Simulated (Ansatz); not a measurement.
# Relaxing random alloy of the fcc Cu-Al line, x = 0.0938 (128 atoms), part 2 of 3

Wanted: the relaxed structure of random alloy of the fcc Cu-Al line, x = 0.0938 (128 atoms) and its electronic structure.

Ansatz 0.2.0; Kohn-Sham DFT, PBE, PAW (set soft_2), plane waves.

The cell: 116 Cu and 12 Al. The host structure and its lattice constant were typed by rule, without a check against the phase diagram.

So far. Step 3 (Cell and atoms relaxed): The relaxation changed the energy by -7.06 meV/atom, and atoms moved by 0.04 Å r.m.s., 0.12 Å at most.

## 5. Single point at the relaxed geometry

One more single point at the end of the walk gives the fuller output and checks the residual forces.

Input file input.yaml:

```yaml
crystal:
  lattice:
    - [-7.26287, 7.32474, 7.32341]
    - [7.26556, -7.31912, 7.32049]
    - [7.26408, 7.32033, -7.31779]
  atoms:
    - { symbol: Cu, position: [0.49875, 0.0006, 0.9981] }
    - { symbol: Cu, position: [0.75022, 0.12707, 0.12403] }
    - { symbol: Cu, position: [0.62391, 0.24996, 0.12466] }
    - { symbol: Cu, position: [0.62438, 0.12467, 0.24803] }
    - { symbol: Cu, position: [0.74875, 0.24937, 0.99856] }
    - { symbol: Cu, position: [0.99981, 0.37447, 0.12308] }
    - { symbol: Al, position: [0.87491, 0.4999, 0.1248] }
    - { symbol: Cu, position: [0.87429, 0.37572, 0.25012] }
    - { symbol: Al, position: [0.75703, 0.00386, 0.25216] }
    - { symbol: Cu, position: [0.00257, 0.12631, 0.37573] }
    - { symbol: Cu, position: [0.8758, 0.25271, 0.37584] }
    - { symbol: Cu, position: [0.87579, 0.12502, 0.50144] }
    - { symbol: Cu, position: [0.00125, 0.00072, 0.99875] }
    - { symbol: Cu, position: [0.25067, 0.12616, 0.12455] }
    - { symbol: Cu, position: [0.12588, 0.24999, 0.12372] }
    - { symbol: Cu, position: [0.12725, 0.1262, 0.25045] }
    - { symbol: Cu, position: [0.25047, 0.25007, 0.00023] }
    - { symbol: Cu, position: [0.49979, 0.37516, 0.12548] }
    - { symbol: Cu, position: [0.37454, 0.49878, 0.12511] }
    - { symbol: Cu, position: [0.37513, 0.37506, 0.25001] }
    - { symbol: Cu, position: [0.49951, 0.49945, 0.00056] }
    - { symbol: Cu, position: [0.74921, 0.62526, 0.12545] }
    - { symbol: Cu, position: [0.62527, 0.7515, 0.1266] }
    - { symbol: Cu, position: [0.62376, 0.62476, 0.24849] }
    - { symbol: Cu, position: [0.74961, 0.7496, 0.99962] }
    - { symbol: Al, position: [0.0012, 0.87624, 0.12581] }
    - { symbol: Cu, position: [0.87521, 0.99992, 0.12222] }
    - { symbol: Cu, position: [0.87623, 0.87476, 0.25048] }
    - { symbol: Cu, position: [0.25137, 0.00122, 0.24995] }
    - { symbol: Cu, position: [0.50003, 0.12485, 0.37442] }
    - { symbol: Cu, position: [0.37542, 0.25004, 0.37457] }
    - { symbol: Cu, position: [0.37633, 0.12627, 0.50094] }
    [... 90 atom lines left out ...]
    - { symbol: Cu, position: [0.62494, 0.00035, 0.87463] }
    - { symbol: Cu, position: [0.62538, 0.87719, 0.00031] }
    - { symbol: Cu, position: [0.00153, 0.75076, 0.75137] }
    - { symbol: Cu, position: [0.24977, 0.8761, 0.87503] }
    - { symbol: Cu, position: [0.12554, 0.00048, 0.87509] }
    - { symbol: Cu, position: [0.12555, 0.87543, 0.99989] }
kpoints:
  mp_grid: { grid: [2, 2, 2] }
hamiltonian:
  xc: pbe
scf:
  occupations: { method: fermi_dirac, width: 0.1 }
output:
  forces: true
  stress: true
  populations: true
  dos:
    method: { smearing: { sigma: 0.08 } }
    de: 0.05
    projected: { site_lists: { Al: [Al], Cu: [Cu] } }
  eigenvalues: true
  write_density: true
  write_potential: true
  volumetric_format: npy
```

On the command line:

```
> ansatz run input.yaml --threads 11 --pin off --max-ram 102400MiB --backend cuda --events-out ev --progress --plain --runs-dir out
```

Numbers of over 12 decimals in the logs are rounded to 6 here.

The log of the run:

```text
[...]
GPU FFT provider: cuFFT
GPU libraries: cuBLAS 13.8.2, cuFFT 12.4.0, cuSOLVER 12.3.4
Crystal: 128 atoms, lattice volume = 1558.020 Å³
Basis set: ecut = 420 eV, 30493 PW (Γ), exchange–correlation on 180×180×180 points (8 copies of the dense FFT grid, shifted against one another)
Bands: 1344, of which v1, the nominal top of the filled ones, is band 1120 counted from 1 (1119 counted from 0)
Symmetry: 1 space group operations
[...]
k-points: 8
[...]
GPU buffer pool allocated for 729000 grid points (all kernels)
[...]
SCF iter   1: F=—  HF=-774979.632173 eV  |F-HF|=—  |Δ(HF+E_count)|=         —  Δρ=2.45e-3  dr2=1.33e-1  ethr=1.77e-3  ⟨swp⟩=5.0  Hψ=37439  notcnv=0  defer=793
[...]
SCF iter  10: F=-774979.650144 eV  HF=-774979.650145 eV  |F-HF|=8.75e-8  |Δ(HF+E_count)|=   2.33e-7  Δρ=2.39e-6  dr2=6.97e-8  ethr=4.46e-12  ⟨swp⟩=15.0  Hψ=119635  notcnv=0
SCF 1 converged in 10 iterations: F = -774979.650144 eV  dr2 = 6.97e-8
[...]
SCF converged after 10 iterations
Free energy (F): -774979.650144 eV
[...]
Internal energy: -774978.315411 eV  (E = F + TS)
E sigma→0 (E₀):  -774978.982778 eV
Entropy (-TS):   -1.334734 eV (-10.428 meV/atom)
Fermi energy:    15.857508 eV
[...]
--- Forces (eV/Å), atoms counted from 1 ---
  atom   1  Cu    -0.00267689    -0.00773323    -0.00145828
  atom   2  Cu     0.00154652     0.00637946     0.00173923
  atom   3  Cu    -0.00188679     0.00096165     0.00700683
  atom   4  Cu    -0.00181766    -0.00091859    -0.00149313
  atom   5  Cu     0.00164606    -0.00180161     0.00143476
  atom   6  Cu     0.00005160     0.00203748    -0.00078733
  atom   7  Al    -0.00374557    -0.00290589    -0.00316127
  atom   8  Cu     0.00363669    -0.00362228    -0.00145822
  atom   9  Al    -0.00219452     0.02331987     0.01963269
  atom  10  Cu     0.00399675     0.00473144     0.00430511
  atom  11  Cu     0.00080074     0.00175511    -0.00067100
  atom  12  Cu    -0.00313119     0.00003085    -0.00079955
  atom  13  Cu    -0.00157717    -0.00051394     0.00000781
  atom  14  Cu     0.00015114     0.00056902    -0.00433222
[...]
atom 127  Cu     0.00181520     0.00133803    -0.00010852
  atom 128  Cu    -0.00261655     0.00173253     0.00036225
  max |Σ_I F_I| component: 6.97e-6 eV/Å
--- Stress (GPa, compression-positive) ---
        0.000954       0.005345      -0.000900
        0.005345       0.042594       0.001585
       -0.000900       0.001585       0.044413
  P = ⅓ Tr σ = 0.0293 GPa (0.293 kbar)
--- Band table (eV; the first three rows and the last of 8) ---
[...]
--- Löwdin populations: 128 sites ---
  site symbol       q [e]
     0     Cu     18.7551
     1     Cu     18.6820
     2     Cu     18.8243
[...]
127     Cu     18.7511
  spilling = 0.008065 (of n_electrons = 2240.000000)
```

It took 14 s on 1 × NVIDIA H100 80GB HBM3 with 11 threads of AMD EPYC 7R13 (Zen 3), shared host; peak memory 6.7 GiB.

That memory is the host's; the program planned up to 73 GiB on the GPU.

The run gave:

```
free energy                             : -774979.6501 eV
free energy per atom                    : -6054.5285 eV/atom
SCF cycles                              : 10
pressure                                : 0.02932 GPa
r.m.s. force component                  : 0.00414 eV/Å
longest force                           : 0.03159 eV/Å
Fermi energy                            : 15.86 eV
levels partly filled by over 2 per cent : 116
spilling of the projection              : 0.008065
```

Density of states as counts of states in windows of 1 eV (from the Fermi level), total and the larger projections:

```csv
from (eV),to (eV),total,Cu d,Cu s
-18,-10,0.0,0.0,0.0
-10,-9,5.8,0.1,4.4
-9,-8,13.1,0.4,9.3
-8,-7,17.0,1.2,11.2
-7,-6,24.4,4.2,14.3
-6,-5,52.7,24.0,20.3
-5,-4,198.4,174.0,17.6
-4,-3,358.7,342.7,6.2
-3,-2,417.5,404.4,6.4
-2,-1,177.5,163.1,8.2
-1,0,45.1,19.8,12.5
0,1,39.0,9.5,13.0
1,2,29.4,4.0,8.8
2,3,32.0,3.3,10.5
3,4,33.6,2.6,14.1
4,5,35.7,1.8,11.8
```

The stored curve holds about 1310 of the 2240 electrons; the rest, give or take the few that broadening carries across the Fermi level, lie in deeper levels below its range.

The levels nearest the highest filled one (over half full), pooled over k-points and spins:

```csv
level less the highest filled one (eV),occupation
-0.0319,1.17
-0.019,1.11
-0.0112,1.07
-0.0056,1.04
-0.0042,1.03
0,1.01
0.0044,0.989
0.0052,0.986
0.0137,0.943
0.0141,0.941
0.0155,0.934
0.0172,0.926
```

Valence density in the ac plane at fractional y = 0.000, with atoms of Cu and Al within 0.2 Å of it. It is the smooth field of the valence electrons, not physical close to the nuclei.

Values in e/Å³, 13 rows by 16 columns, each cell a mean:
```
 7  0  1  0  0  0  0  7  7  0  1  0  0  0  0  6
 0 11 21  0  0  0  0  0  0 11 21  0  0  0  0  0
 0  1  1  2  9  0  0  0  0  1  1  2  8  0  0  0
 0  0  0  9 15  0  0  0  0  0  0 10 15  0  0  0
 0  0  0  0  0  8 20  1  0  0  0  0  0  8 19  0
 3  0  0  0  0  4  4  1  3  0  0  0  0  4  4  1
21  0  0  0  0  0  0 11 20  0  0  0  0  0  0 10
 1  4 13  0  0  0  0  1  1  4 12  0  0  0  0  1
 0  8 11  0  1  0  0  0  0  8 11  0  0  0  0  0
 0  0  0 10 21  1  0  0  0  0  0  0  0  0  0  0
 0  0  0  2  2  1  4  0  0  0  0  0  0  1  4  0
 0  0  0  0  0 12 17  0  0  0  0  0  0 11 19  0
16  1  0  0  0  0  0  6 15  0  0  0  0  0  0  6
```
Columns run along a (12.7 Å), rows up along c (12.6 Å). Atoms in or near the plane, at fractional coordinates: Cu at (0.50, 0.00), Al at (0.76, 0.25), Cu at (0.00, 0.00), Cu at (0.88, 0.12), Cu at (0.25, 0.25), Cu at (0.50, 0.50), Cu at (0.75, 0.75), Cu at (0.37, 0.12), Cu at (0.62, 0.37), Cu at (0.00, 0.50), Cu at (0.88, 0.63), Cu at (0.25, 0.75), Cu at (0.13, 0.38), Cu at (0.38, 0.63) and more.

Electrostatic potential energy in the ac plane at fractional y = 0.000, with atoms of Cu and Al within 0.2 Å of it. With pseudopotentials it is smooth inside the atoms' cores, unlike the true potential.

Values in eV, 13 rows by 16 columns, each cell a mean:
```
-11  11   3  15  17  16  15 -16 -10  11   3  15  17  16  15 -14
 15 -22 -33  10  17  18  18  16  15 -23 -33  11  16  18  18  16
 17   3   7   1 -17  11  17  17  17   2   7   1 -16  11  17  17
 18  16  15 -21 -21  12  11  17  18  16  15 -22 -21  12  12  17
 17  17  18  14  15 -15 -32   9  17  17  18  14  15 -15 -31  10
 -4  13  17  16  16  -7  -3   8  -4  14  17  16  16  -8  -3   8
-31  10  16  17  17  15  15 -24 -30  11  16  17  18  16  15 -23
 11  -5 -23  10  15  15  17   7  11  -5 -22  10  16  16  17   8
 15 -18 -16  12   8  16  17  16  15 -19 -16  11   9  14  17  16
 18  15  15 -18 -33   9  17  17  18  15  14   3   5   7  16  17
 15  15  16  -3   2   5  -9  13  16  15  15   5   6   5  -8  12
 14  17  18  17  15 -25 -26  12  14  17  17  16  15 -25 -28  11
-27   9  17  17  17  11  13 -10 -26  10  17  17  17  10  13  -8
```
Columns run along a (12.7 Å; values clipped at the 3rd and 97th percentile), rows up along c (12.6 Å). Atoms in or near the plane, at fractional coordinates: Cu at (0.50, 0.00), Al at (0.76, 0.25), Cu at (0.00, 0.00), Cu at (0.88, 0.12), Cu at (0.25, 0.25), Cu at (0.50, 0.50), Cu at (0.75, 0.75), Cu at (0.37, 0.12), Cu at (0.62, 0.37), Cu at (0.00, 0.50), Cu at (0.88, 0.63), Cu at (0.25, 0.75), Cu at (0.13, 0.38), Cu at (0.38, 0.63) and more.

A closer look about Cu28, picked at random: 13 atoms, nearest first, numbered in the order of the input, with positions taken from that point.

```csv
atom,x,y,z,distance (Å),bonds
Cu28,0.00,0.00,0.00,0.00,12
Al9,1.82,-1.81,0.06,2.56,12
Cu101,-1.80,1.82,0.00,2.57,12
Cu39,0.00,1.82,-1.82,2.57,12
Cu22,-1.80,-0.02,-1.84,2.57,12
Al26,-1.80,-0.01,1.84,2.57,12
Cu70,1.83,-0.02,-1.82,2.58,12
Cu73,1.82,1.84,0.00,2.58,12
Cu25,-1.81,-1.85,-0.01,2.59,12
Cu103,0.02,1.83,1.84,2.59,12
Cu10,1.82,0.00,1.85,2.60,12
Cu23,0.03,-1.84,-1.83,2.60,12
Cu27,-0.01,-1.86,1.85,2.62,12
```

The column of bonds counts only the pairs Cu-Cu within 3.02 Å, Cu-Al within 3.02 Å, Al-Al within 3.05 Å; other neighbours, such as metal atoms beside each other in a compound, aren't counted, and periodic images can show an atom twice.

## 6. K-mesh 3×3×3

A denser mesh tests the sampling of the Brillouin zone.

Changes to input.yaml since step 5:

```diff
@@ -8,3 +8,3 @@
 kpoints:
-  mp_grid: { grid: [2, 2, 2] }
+  mp_grid: { grid: [3, 3, 3] }
 hamiltonian:
@@ -22,4 +22 @@
   eigenvalues: true
-  write_density: true
-  write_potential: true
-  volumetric_format: npy
```

The log of the run:

```text
[...]
concurrent solve slots: 7 of 11 are kept, ahead of what memory takes: no pass of the eigensolver takes more rounds on 7
GPU FFT provider: cuFFT
GPU libraries: cuBLAS 13.8.2, cuFFT 12.4.0, cuSOLVER 12.3.4
Crystal: 128 atoms, lattice volume = 1558.020 Å³
Basis set: ecut = 420 eV, 30493 PW (Γ), exchange–correlation on 180×180×180 points (8 copies of the dense FFT grid, shifted against one another)
Bands: 1344, of which v1, the nominal top of the filled ones, is band 1120 counted from 1 (1119 counted from 0)
Symmetry: 1 space group operations
[...]
k-points: 14 of 27 (time reversal used)
[...]
GPU buffer pool allocated for 729000 grid points (all kernels)
[...]
SCF iter   1: F=—  HF=-774979.501871 eV  |F-HF|=—  |Δ(HF+E_count)|=         —  Δρ=2.83e-3  dr2=2.53e-1  ethr=1.77e-3  ⟨swp⟩=5.0  Hψ=65244  notcnv=0  defer=1439
[...]
SCF iter   9: F=—  HF=-774979.513721 eV  |F-HF|=—  |Δ(HF+E_count)|=   7.79e-8  Δρ=5.85e-6  dr2=4.28e-7  ethr=4.88e-11  ⟨swp⟩=2.0  Hψ=32482  notcnv=0  defer=2019
SCF iter  10: F=-774979.513721 eV  HF=-774979.513721 eV  |F-HF|=4.21e-8  |Δ(HF+E_count)|=   2.73e-7  Δρ=1.83e-6  dr2=4.89e-8  ethr=4.46e-12  ⟨swp⟩=8.1  Hψ=93554  notcnv=0
SCF 1 converged in 10 iterations: F = -774979.513721 eV  dr2 = 4.89e-8
[...]
SCF converged after 10 iterations
Free energy (F): -774979.513721 eV
[...]
Internal energy: -774978.135666 eV  (E = F + TS)
E sigma→0 (E₀):  -774978.824694 eV
Entropy (-TS):   -1.378055 eV (-10.766 meV/atom)
Fermi energy:    15.798509 eV
[...]
Σ components = -774979.513721   (vs F -774979.513721, Δ=0.00e0)
--- Forces (eV/Å), atoms counted from 1 ---
  atom   1  Cu     0.00350992     0.00253132     0.01265495
  atom   2  Cu    -0.00278145     0.00690610    -0.00655055
  atom   3  Cu     0.00691771     0.00004314     0.01163437
  atom   4  Cu    -0.00149709     0.00517779    -0.00239398
[...]
atom 128  Cu    -0.00579109    -0.00399154    -0.00264338
  max |Σ_I F_I| component: 1.52e-6 eV/Å
--- Stress (GPa, compression-positive) ---
        0.285659       0.001099      -0.032754
        0.001099       0.030251      -0.068605
       -0.032754      -0.068605       0.033162
  P = ⅓ Tr σ = 0.1164 GPa (1.164 kbar)
--- Band table (eV; the first three rows and the last of 14) ---
[...]
--- Löwdin populations: 128 sites ---
  site symbol       q [e]
     0     Cu     18.7552
     1     Cu     18.6835
     2     Cu     18.8267
[...]
127     Cu     18.7539
  spilling = 0.007982 (of n_electrons = 2240.000000)
```

Run time: 32 s. Hardware: 1 × NVIDIA H100 80GB HBM3 with 11 threads; peak memory 8.9 GiB; 2.2 min of CPU time.

That memory is the host's.

The program notes that it cut back its plan to fit the GPU's memory.

Geometry and reference: those of the single point at the relaxed geometry.

Forces differ from those of the single point at the relaxed geometry by 7.0 meV/Å r.m.s.; the energy by +1.1 meV/atom and the pressure by +0.087 GPa. It took 32 s and 10 cycles; the reference's time can't be set against it, since the two runs asked for unlike analyses.

(Continued in part 3 of 3.)

[Logs are printed without paths, hosts, clocks, repeated set-up lines and the standing remarks that a program may print on its own settings, such as how far it seeks lower states.]

[Hosts, paths, dates, database ids (printed as entryN), source tags and the programs' standing remarks are cut or masked in the printed files.]
